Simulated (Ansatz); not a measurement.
# Rb2Pt (built on the sites of a database entry of Li2Pd): following an unstable mode

Wanted: the energy along a soft mode of Rb2Pt (built on the sites of a database entry of Li2Pd) and the structure at the end.

Main program and level: Ansatz 0.2.0; DFT LDA, scalar-relativistic, plane waves, norm-conserving pseudopotentials.

The structure was built from a prototype and need not be the compound's stable phase.

## (1) The structure

The structure is hexagonal, space group P6/mmm (No. 191). Conventional cell: a = 5.401 Å, b = 5.401 Å, c = 3.200 Å, α = 90.00°, β = 90.00°, γ = 120.00°. Nearest to Rb lie 5 Rb at 3.12 to 3.20 Å and 6 Pt at 3.50 Å. Pt has 2 Pt at 3.20 Å and 12 Rb at 3.50 Å nearest. Farther neighbours are not listed.

## (2) Phonons on a q mesh

The cell comes from relaxations at this level that are not shown. Stability and thermal properties need the whole zone. Linear response on a 2×2×2 q mesh gives force constants as far as a supercell of that size would.

Contents of input.yaml:

```yaml
crystal:
  lattice:
    - [5.4012730199, -2.6522e-06, 0.0]
    - [-2.7006342131, 4.6776409741, 0.0]
    - [0.0, 0.0, 3.199767396]
  atoms:
    - { symbol: Rb, position: [0.3333333333, 0.6666666667, 0.5] }
    - { symbol: Rb, position: [0.6666666667, 0.3333333333, 0.5] }
    - { symbol: Pt, position: [0.0, 0.0, 0.0] }
kpoints:
  mp_grid: { grid: [10, 10, 16] }
hamiltonian:
  xc: lda
  pseudopotentials: { kind: nc }
scf:
  occupations: { method: methfessel_paxton, width: 0.2 }
output:
  eigenvalues: true
phonons:
  method: dfpt
  qmesh: [2, 2, 2]
  temperatures: { t_max: 1000, t_step: 50 }
  qpath:
    path:
      - [[0.0, 0.0, 0.0], [0.5, 0.0, 0.0], [0.33333333, 0.33333333, 0.0], [0.0, 0.0, 0.0], [0.0, 0.0, 0.5], [0.5, 0.0, 0.5], [0.33333333, 0.33333333, 0.5], [0.0, 0.0, 0.5]]
      - [[0.5, 0.0, 0.5], [0.5, 0.0, 0.0]]
      - [[0.33333333, 0.33333333, 0.5], [0.33333333, 0.33333333, 0.0]]
    npoints: 10
```

Run with:

```sh
$ ansatz run input.yaml --threads 8 --pin off --max-ram 14336MiB --backend cpu --events-out ev --progress --plain --runs-dir out
```

What it wrote:

```text
Warning: phonons: the dynamical matrix that this run interpolates holds no multipole term above the dipole-dipole one, and a site of this crystal is no centre of inversion, so its interpolated transverse optical and acoustic branches and sound speeds can stay off near Gamma, and the density of states and the thermodynamics with them. What a run solves at a wave vector of phonons.qpoints, Gamma apart, where the deck admits one, is free of this, and under fd what a larger phonons.supercell samples
Engine: ansatz 0.2.0, aarch64-unknown-linux-gnu
Pseudopotentials: kind: nc
Pseudopotential: Rb, nc, valence charge 9, recommended cutoff 571.439111 eV (normal), Rb.nc.azcp (PseudoDojo's, or run here from an input of PseudoDojo's: the run reads no file of this project's for it)
Pseudopotential: Pt, nc, valence charge 18, recommended cutoff 1142.878222 eV (normal), Pt.nc.azcp (PseudoDojo's, or run here from an input of PseudoDojo's: the run reads no file of this project's for it)
Functional definition: SPW92
  exchange = slater_x
  correlation = pw_c
Crystal: 3 atoms, lattice volume = 80.843 Å³
Basis set: ecut = 1142.878222 eV, 7103 PW (Γ), exchange–correlation on 120×120×72 points (8 copies of the dense FFT grid, shifted against one another)
Bands: 22, of which v1, the nominal top of the filled ones, is band 18 counted from 1 (17 counted from 0)
Symmetry: 24 space group operations
k-points: 126 of 1600
Non-local potential: Rb, projectors of the file, l = 0: 2, l = 1: 2, l = 2: 2
Non-local potential: Pt, projectors of the file, l = 0: 2, l = 1: 2, l = 2: 2, l = 3: 2
Initial density: superposition of atomic densities (chi_scale 0.1, normalization cell, long waves kept (reshape's long-wave potential 0.00 eV rms))
Initial wavefunctions: pseudopotential atomic-orbital guess
Functional: x = slater, c = lda
SCF iter   1: F=—  HF=-5040.647420 eV  |F-HF|=—  |Δ(HF+E_count)|=         —  Δρ=2.46e-1  dr2=1.09e2  ethr=3.10e-3  ⟨swp⟩=7.8  Hψ=34403  notcnv=0
automatic band count: the SCF goes on with 26 bands, as 22 were too few: they end inside the smearing window of the response
preconditioner: auto → Kerker (q_TF=auto, 2.384 Å⁻¹)  [metal: Δε(μ)=0.007 eV  Ē_g=11.002 eV  σ=0.200 eV  W_gap=0.03  n_scr=26 (ndim 8)  ℏωp=20.2 eV  f_vac=0.000  D(μ)=4.51/eV (n_scr^D=44)]
SCF iter   2: F=—  HF=-5033.487443 eV  |F-HF|=—  |Δ(HF+E_count)|=    7.16e0  S|Δr|=    0.00e0  Δρ=1.04e-1  dr2=1.18e1  ethr=3.10e-3  ⟨swp⟩=4.7  Hψ=12255  notcnv=0  defer=211
SCF iter   3: F=—  HF=-5031.019203 eV  |F-HF|=—  |Δ(HF+E_count)|=    2.47e0  S|Δr|=    0.00e0  Δρ=3.62e-2  dr2=1.56e0  ethr=3.10e-3  ⟨swp⟩=2.3  Hψ=7196  notcnv=0  defer=283
SCF iter   4: F=—  HF=-5030.709601 eV  |F-HF|=—  |Δ(HF+E_count)|=   3.10e-1  S|Δr|=    0.00e0  Δρ=6.68e-3  dr2=1.97e-2  ethr=3.10e-3  ⟨swp⟩=2.0  Hψ=5300  notcnv=0  defer=285
SCF iter   5: F=—  HF=-5030.706516 eV  |F-HF|=—  |Δ(HF+E_count)|=   3.09e-3  S|Δr|=    0.00e0  Δρ=4.25e-3  dr2=9.97e-3  ethr=5.47e-5  ⟨swp⟩=2.0  Hψ=5042  notcnv=0  defer=282
SCF iter   6: F=—  HF=-5030.704678 eV  |F-HF|=—  |Δ(HF+E_count)|=   1.84e-3  S|Δr|=    0.00e0  Δρ=1.21e-3  dr2=1.31e-3  ethr=2.77e-5  ⟨swp⟩=1.0  Hψ=2991  notcnv=0  defer=282
SCF iter   7: F=—  HF=-5030.704584 eV  |F-HF|=—  |Δ(HF+E_count)|=   9.40e-5  S|Δr|=    0.00e0  Δρ=3.39e-4  dr2=4.08e-5  ethr=3.65e-6  ⟨swp⟩=2.3  Hψ=3942  notcnv=0  defer=282
SCF iter   8: F=—  HF=-5030.704579 eV  |F-HF|=—  |Δ(HF+E_count)|=   5.15e-6  S|Δr|=    0.00e0  Δρ=1.58e-4  dr2=5.13e-5  ethr=1.13e-7  ⟨swp⟩=2.0  Hψ=5042  notcnv=0  defer=282
SCF iter   9: F=—  HF=-5030.704562 eV  |F-HF|=—  |Δ(HF+E_count)|=   1.68e-5  S|Δr|=    0.00e0  Δρ=6.99e-5  dr2=1.09e-5  ethr=1.13e-7  ⟨swp⟩=1.0  Hψ=2990  notcnv=0  defer=282
SCF iter  10: F=—  HF=-5030.704557 eV  |F-HF|=—  |Δ(HF+E_count)|=   5.27e-6  S|Δr|=    0.00e0  Δρ=1.44e-5  dr2=3.18e-7  ethr=3.04e-8  ⟨swp⟩=2.0  Hψ=3374  notcnv=0  defer=282
[...]
SCF iter  12: F=—  HF=-5030.704685 eV  |F-HF|=—  |Δ(HF+E_count)|=  1.06e-10  S|Δr|=    0.00e0  Δρ=6.12e-7  dr2=2.96e-10  ethr=1.34e-11  ⟨swp⟩=2.3  Hψ=5357  notcnv=0  defer=282
SCF iter  13: F=—  HF=-5030.704685 eV  |F-HF|=—  |Δ(HF+E_count)|=  1.46e-11  S|Δr|=    0.00e0  Δρ=2.01e-7  dr2=4.40e-11  ethr=1.00e-12  ⟨swp⟩=2.1  Hψ=4366  notcnv=0  defer=282
SCF iter  14: F=-5030.704685 eV  HF=-5030.704685 eV  |F-HF|=0.00e0  |Δ(HF+E_count)|=  2.73e-12  S|Δr|=    0.00e0  Δρ=3.92e-8  dr2=8.59e-13  ethr=1.00e-12  ⟨swp⟩=14.1  Hψ=19402  notcnv=0
SCF 1 converged in 14 iterations: F = -5030.704685 eV  dr2 = 8.59e-13
Initial density: read from a saved state, or passed on in memory by an earlier SCF of this step, an earlier step, the calling program or the single point that the run made first
iter 1 solved again at ethr=1.58e-6 eV; its pass at ethr=3.10e-3 eV (dr2=5.69e-4 eV) is discarded
SCF iter   1: F=—  HF=-5030.704562 eV  |F-HF|=—  |Δ(HF+E_count)|=         —  Δρ=1.27e-6  dr2=1.08e-9  ethr=1.58e-6  ⟨swp⟩=3.0  Hψ=22917  notcnv=0
eigensolver tolerance schedule: the retry pair's looser diagonalisation over-reported the residual by 529096.87 of it (diagonalisation noise at an unbounded share of the residual, at the tolerance the schedule requests for it); recorded, not acted on — ethr = c·dr2/N_el stays at c = 1.0e-1
preconditioner: auto → Kerker (q_TF=auto, 2.384 Å⁻¹)  [metal: Δε(μ)=0.013 eV  Ē_g=9.650 eV  σ=0.200 eV  W_gap=0.05  n_scr=26 (ndim 8)  ℏωp=20.2 eV  f_vac=0.000  D(μ)=1.60/eV (n_scr^D=6)]
SCF iter   2: F=—  HF=-5030.704685 eV  |F-HF|=—  |Δ(HF+E_count)|=   1.23e-4  S|Δr|=    0.00e0  Δρ=1.10e-6  dr2=1.23e-9  ethr=2.99e-12  ⟨swp⟩=4.4  Hψ=9650  notcnv=0
SCF iter   3: F=—  HF=-5030.704685 eV  |F-HF|=—  |Δ(HF+E_count)|=  1.64e-10  S|Δr|=    0.00e0  Δρ=5.41e-7  dr2=2.18e-10  ethr=2.99e-12  ⟨swp⟩=1.7  Hψ=2907  notcnv=0
SCF iter   4: F=—  HF=-5030.704685 eV  |F-HF|=—  |Δ(HF+E_count)|=  3.27e-11  S|Δr|=    0.00e0  Δρ=3.21e-7  dr2=7.09e-11  ethr=1.00e-12  ⟨swp⟩=1.0  Hψ=2772  notcnv=0
SCF iter   5: F=—  HF=-5030.704685 eV  |F-HF|=—  |Δ(HF+E_count)|=  9.09e-12  S|Δr|=    0.00e0  Δρ=1.67e-7  dr2=1.46e-11  ethr=1.00e-12  ⟨swp⟩=1.0  Hψ=2772  notcnv=0
SCF iter   6: F=-5030.704685 eV  HF=-5030.704685 eV  |F-HF|=7.28e-12  |Δ(HF+E_count)|=  9.09e-13  S|Δr|=    0.00e0  Δρ=1.02e-7  dr2=6.41e-12  ethr=1.00e-12  ⟨swp⟩=2.9  Hψ=6530  notcnv=0
SCF 2 converged in 6 iterations: F = -5030.704685 eV  dr2 = 6.41e-12
phonons: the bands overlap, so this run is a metal and interpolates without the dipole-dipole term. If the crystal is really an insulator or semiconductor, its LO-TO splitting is missing
NSCF: frozen V_eff on 126 k-points
NSCF: frozen V_eff on 279 k-points
DFPT response loops at q = (0, 0, 0) (fractional): preconditioner auto → Kerker (q_TF=auto, 2.384 Å⁻¹) (partly filled bands, converged f_vac=0.000); β = 1.00, the filter's whole step (`scf.mixing.beta` (0.50) is not read by the response loops under this deck's `scf.mixing.preconditioner`; to damp them name `kerker` or `kerker_dos`, under which they read `scf.mixing.beta`, and type it under 1.00, their step now; both keys bind the ground state too); Broyden in place of MSR1
NSCF: frozen V_eff on 558 k-points
DFPT response loops at q = (0, 0, -0.5) (fractional): mixed as the last ones told, above
NSCF: frozen V_eff on 558 k-points
DFPT response loops at q = (0, -0.5, 0) (fractional): mixed as the last ones told, above
NSCF: frozen V_eff on 558 k-points
DFPT response loops at q = (0, -0.5, -0.5) (fractional): mixed as the last ones told, above
SCF converged after 14 iterations
Stability not checked: this state was not tested for a lower state beside it, because cold or Methfessel-Paxton smearing, or corrected tetrahedra, fill the levels in a way that the test cannot read (fill_not_monotonic; see scf.lower_state_search)
Free energy (F): -5030.704685 eV
Harris-Foulkes:  -5030.704685 eV  (|F-HF|=0.00e0)
Internal energy: -5030.699326 eV  (E = F + TS)
E sigma→0 (E₀):  -5030.703345 eV
Entropy (-TS):   -0.005358 eV (-1.786 meV/atom)
Fermi energy:    10.754955 eV
--- Per-component energies (eV) ---
  E_band       = -410.672971
  E_kinetic    = 1416.597593
  E_local      = -3570.756266  (includes V_loc(G=0)·N_el)
  E_nonlocal   = 147.839793
  E_hartree    = 1173.622192
  E_xc         = -1027.616434
  E_vxc        = -751.598452  (∫ρ·V_xc dr)
  E_ewald      = -3170.386205
  E_smearing   = -0.005358  (= −TS)
  E_closure    = -0.000000  (closes the sum)
  Σ components = -5030.704685   (vs F -5030.704685, Δ=0.00e0)
--- Band table (eV; the first three rows and the last of 126) ---
  k-point 0: bands = [... 14 lower, 8.7786, 8.7786, 9.5236, 9.5236, 12.0988, 12.0988, 12.9023, 14.0653, ... 4 higher]
  k-point 1: bands = [... 14 lower, 8.7686, 8.7686, 9.4500, 9.4500, 12.1832, 12.1832, 13.0701, 14.2827, ... 4 higher]
  k-point 2: bands = [... 14 lower, 8.7378, 8.7378, 9.2616, 9.2616, 12.4010, 12.4010, 13.5485, 14.9123, ... 4 higher]
  k-point 125: bands = [... 14 lower, 8.3321, 8.8596, 8.8982, 11.3074, 11.6755, 11.7038, 12.0856, 15.0275, ... 4 higher]
--- Phonons (Γ-DFPT): 4 representative perturbations + reference (Σ response iterations 8) ---
  ASR residual: 1.957e-4 → 0.000e0 eV/Å²; symmetrization residual: 1.594e-4 eV/Å²
  ASR residual per site (eV/Å²): 4.60e-5 4.60e-5 1.96e-4
  Γ frequencies (cm⁻¹): -34.67 0.00 0.00 0.00 46.10 63.58 63.58 136.93 136.93
--- Phonons (arbitrary-q DFPT): 4 irreducible q on the 2×2×2 mesh ---
  q = [0.0000, 0.0000, 0.0000] (star 1, of the zone-centre solve; hermiticity 4.85e-5, symmetrization 2.43e-5): -34.67 -0.00 -0.00 -0.00 46.10 63.58 63.58 136.93 136.93
  q = [0.0000, 0.0000, -0.5000] (star 1, 4 solved perturbations in 810 linear systems a pass and spin channel, the states on 279 of 1600 k-point pairs; hermiticity 1.05e-3, symmetrization 5.27e-4, the responses' own estimated error 3.7e-4 eV/Å²): -67.54 8.14 8.14 64.97 64.97 123.00 124.16 124.16 148.09
  q = [0.0000, -0.5000, 0.0000] (star 3, 6 solved perturbations on 279 of 1600 k-point pairs; hermiticity 3.81e-3, symmetrization 4.27e-5, the responses' own estimated error 3.6e-4 eV/Å²): -24.64 2.76 26.57 32.02 41.53 61.39 80.32 124.49 140.70
  q = [0.0000, -0.5000, -0.5000] (star 3, 6 solved perturbations on 279 of 1600 k-point pairs; hermiticity 2.19e-3, symmetrization 8.98e-6, the responses' own estimated error 3.9e-4 eV/Å²): -69.91 -27.26 67.14 67.19 67.33 108.40 127.08 130.41 137.50
  sum rule: each row above includes the acoustic sum rule's correction from the zone centre's row sums; it moved no ω² by more than (0.52 cm⁻¹)²
  mesh force constants: q→R imaginary residual 1.91e-17; ASR residual 1.957e-4 → 0.000e0 eV/Å²; symmetrization residual 2.220e-15 eV/Å²
  interpolated dispersion: 93 rows × 9 modes
  density of states and harmonic sums: on the 14×14×20 q-mesh, interpolated from the force constants of a 2×2×2 supercell (no non-analytic term)
  largest difference from the sums on the solved wave vectors: F 1.39e-2 eV, S 5.61e-5 and C_V 2.33e-5 eV/K
  zero-point energy: 0.038286 eV/cell   skipped modes (ω ≤ 0): 391, of them read as no rigid motion or as one in doubt: 388 (1.481e0 modes/cell left out, lowest -69.91 cm⁻¹)   left out of the sums: 1.65e-1 of the cell's modes: C_V's classical limit lies that fraction below 3 k_B per atom; for a crystal, a wire or a layer, F and S can be off by more, and a phonons.interpolated_qmesh denser along its periods is the remedy for the sampling
```

Run time: 4.7 min. Hardware: 8 threads of Arm Neoverse V2, shared host; peak memory 4.6 GiB; 37 min of CPU time.

Numbers from this step:

* volume per atom: 26.95 Å³
* gap on the k-mesh: 0 eV
* sum-rule residual before enforcement: 1.96e-4 eV/Å²
* lowest frequency on the path: -69.91 cm⁻¹
* point group: 6/mmm
* highest frequency on the path or at a solved wavevector: 148.1 cm⁻¹
* highest optical mode at the zone centre (no LO-TO term): 136.9 cm⁻¹
* lowest optical zone-centre mode: -34.67 cm⁻¹
* lowest mode on the q mesh (acoustic modes at Γ apart): -69.91 cm⁻¹

Frequencies (cm⁻¹) solved at each irreducible wavevector; negative means imaginary. Frequencies by wavevector, by row:

```tsv
q in reciprocal lattice units	star	mode 1	mode 2	mode 3	mode 4	mode 5	mode 6	mode 7	mode 8	mode 9
0 0 0	1	-34.7	0	0	0	46.1	63.6	63.6	136.9	136.9
0 0 -0.5	1	-67.5	8.1	8.1	65	65	123	124.2	124.2	148.1
0 -0.5 0	3	-24.6	2.8	26.6	32	41.5	61.4	80.3	124.5	140.7
0 -0.5 -0.5	3	-69.9	-27.3	67.1	67.2	67.3	108.4	127.1	130.4	137.5
```

Interpolated from a 2×2×2 q mesh, rough between the solved points. The phonon branches at the labelled points (cm⁻¹):

```tsv
point	branch 1	branch 2	branch 3	branch 4	branch 5	branch 6	branch 7	branch 8	branch 9
Γ	-35	0	0	0	46	64	64	137	137
halfway	-31	6	8	40	43	56	72	131	139
M	-25	3	27	32	42	61	80	124	141
halfway	-23	-9	13	32	47	62	87	117	144
K	-17	-17	-13	31	56	56	102	102	146
halfway	-30	4	6	38	49	55	75	128	140
Γ	-35	0	0	0	46	64	64	137	137
halfway	-43	19	19	62	62	83	108	131	131
A	-68	8	8	65	65	123	124	124	148
halfway	-69	-19	46	66	66	118	126	126	144
L	-70	-27	67	67	67	108	127	130	138
halfway	-70	-30	67	67	74	102	129	131	136
H	-70	-33	68	68	89	89	130	134	134
halfway	-70	-22	53	66	66	115	126	127	143
A	-68	8	8	65	65	123	124	124	148
jump to L	-70	-27	67	67	67	108	127	130	138
halfway	-44	-4	56	63	75	91	97	117	134
M	-25	3	27	32	42	61	80	124	141
jump to H	-70	-33	68	68	89	89	130	134	134
halfway	-44	-25	62	62	94	94	96	96	138
K	-17	-17	-13	31	56	56	102	102	146
```

The phonon branches as a text plot (rows in cm⁻¹):

```
    144 |   **********         *******      *****      **    ****
    134 |***          ******* *       ******     ******  ****
    125 |   ****    **       ************  ********   *** *
    116 |       *  *           *   **        **   ****     *
    107 |        **         * *      ***   **    * *
     98 |        **          *          * *         *       *****
     89 |       *  *       *             *          *    ***
     80 |    ***    *       *           * *          ****    *
     71 | ***        **    *        *********    *****   **
     62 |*** **** **  ************** *      *************  ****
     53 |   *   ******   *          *               ***       ***
     44 |*** ***      ***          *         *        ***
     35 |  ************           *           *        **      *
     25 | *  ***       *                               **       *
     16 |   *             ****** *             *     **        **
      7 |****** *   **** **     **             **       *
     -2 |**    *      ***                           *
    -11 |       ****              *           *        *        *
    -20 |      *****               **        *    **  *      ***
    -29 | *****     ***  * *         ********    *   *  ******
    -38 |*             **
    -47 |                   **                      *       *
    -56 |                     *                   **       *
    -65 |                      *******************       **
         Γ    M  K      Γ       A     L  H     A|L     M|H      K
```

Symmetry leaves 4 wavevectors to solve. The lowest mode among them, the acoustic zeros apart, lies at q = (0, -0.5, -0.5) and is imaginary, 69.9i cm⁻¹, so the energy falls along it.

## (3) The mode frozen in, largest atomic shift 0 Å

The mode followed lies at q = (0, -0.5, -0.5) with frequency 69.9i cm⁻¹, the softest among the wavevectors solved. At small amplitude the distorted cell has space group no. 71 by a symmetry search on the positions. The undistorted cell that holds it gives the zero of energy on the same k mesh.

System of this step: Rb2Pt (built on the sites of a database entry of Li2Pd). Symmetry: P6/mmm, No. 191, hexagonal system. The conventional cell has a = 5.401 Å, b = 5.401 Å, c = 3.200 Å, α = 90.00°, β = 90.00°, γ = 120.00°. Nearest to Rb lie 5 Rb at 3.12 to 3.20 Å and 6 Pt at 3.50 Å. Pt has 2 Pt at 3.20 Å and 12 Rb at 3.50 Å nearest. Farther neighbours are not listed.

Contents of input.yaml:

```yaml
crystal:
  lattice:
    - [-5.4012730199, 2.6522e-06, 0.0]
    - [-2.7006388068, -4.6776383219, -3.199767396]
    - [-2.7006388068, -4.6776383219, 3.199767396]
  atoms:
    - { symbol: Rb, position: [0.3333333333, 0.9166666667, 0.4166666667] }
    - { symbol: Rb, position: [0.3333333333, 0.4166666667, 0.9166666667] }
    - { symbol: Rb, position: [0.6666666667, 0.0833333333, 0.5833333333] }
    - { symbol: Rb, position: [0.6666666667, 0.5833333333, 0.0833333333] }
    - { symbol: Pt, position: [0.0, 0.5, 0.5] }
    - { symbol: Pt, position: [0.0, 0.0, 0.0] }
kpoints:
  mp_grid: { grid: [8, 8, 8] }
hamiltonian:
  xc: lda
  pseudopotentials: { kind: nc }
scf:
  occupations: { method: methfessel_paxton, width: 0.2 }
output:
  forces: true
  stress: true
  eigenvalues: true
```

What it wrote:

```text
[...]
Crystal: 6 atoms, lattice volume = 161.686 Å³
Basis set: ecut = 1142.878222 eV, 14243 PW (Γ)
Bands: 44, of which v1, the nominal top of the filled ones, is band 36 counted from 1 (35 counted from 0)
Symmetry: 16 space group operations
[...]
k-points: 95 of 512
[...]
k-point 0: bands = [... 32 lower, 8.9085, 9.5255, 9.5259, 10.7399, 11.4773, 11.8954, 12.0989, 12.0993, ... 4 higher]
  k-point 1: bands = [... 32 lower, 8.8692, 9.4521, 9.4522, 10.8013, 10.8876, 12.0369, 12.1965, 12.3708, ... 4 higher]
  k-point 2: bands = [... 32 lower, 8.7796, 9.2597, 9.2685, 9.9361, 11.2883, 11.9467, 12.2581, 12.4231, ... 4 higher]
  k-point 94: bands = [... 32 lower, 8.7503, 8.7503, 8.8201, 8.8201, 11.7501, 11.7501, 12.0173, 12.0173, ... 4 higher]
[key lines of the parts left out:]
SCF converged after 11 iterations
Free energy (F): -10061.409331 eV
Fermi energy:    10.759727 eV
P = ⅓ Tr σ = 0.0045 GPa (0.045 kbar)
```

It took 22 s on 8 threads; peak memory 2.5 GiB.

This step gave:

```
pressure                         : 0.004513 GPa
energy from the undistorted cell : 0 meV/atom
```

The run ends at a pressure of 0.00 GPa, with forces up to 2.0e-4 eV/Å.

(Part 1 of 3 ends here.)

[Logs are printed without paths, hosts, clocks, repeated set-up lines and the standing remarks that a program may print on its own settings, such as how far it seeks lower states.]

[Hosts, paths, dates, database ids (printed as entryN), source tags and the programs' standing remarks are cut or masked in the printed files.]
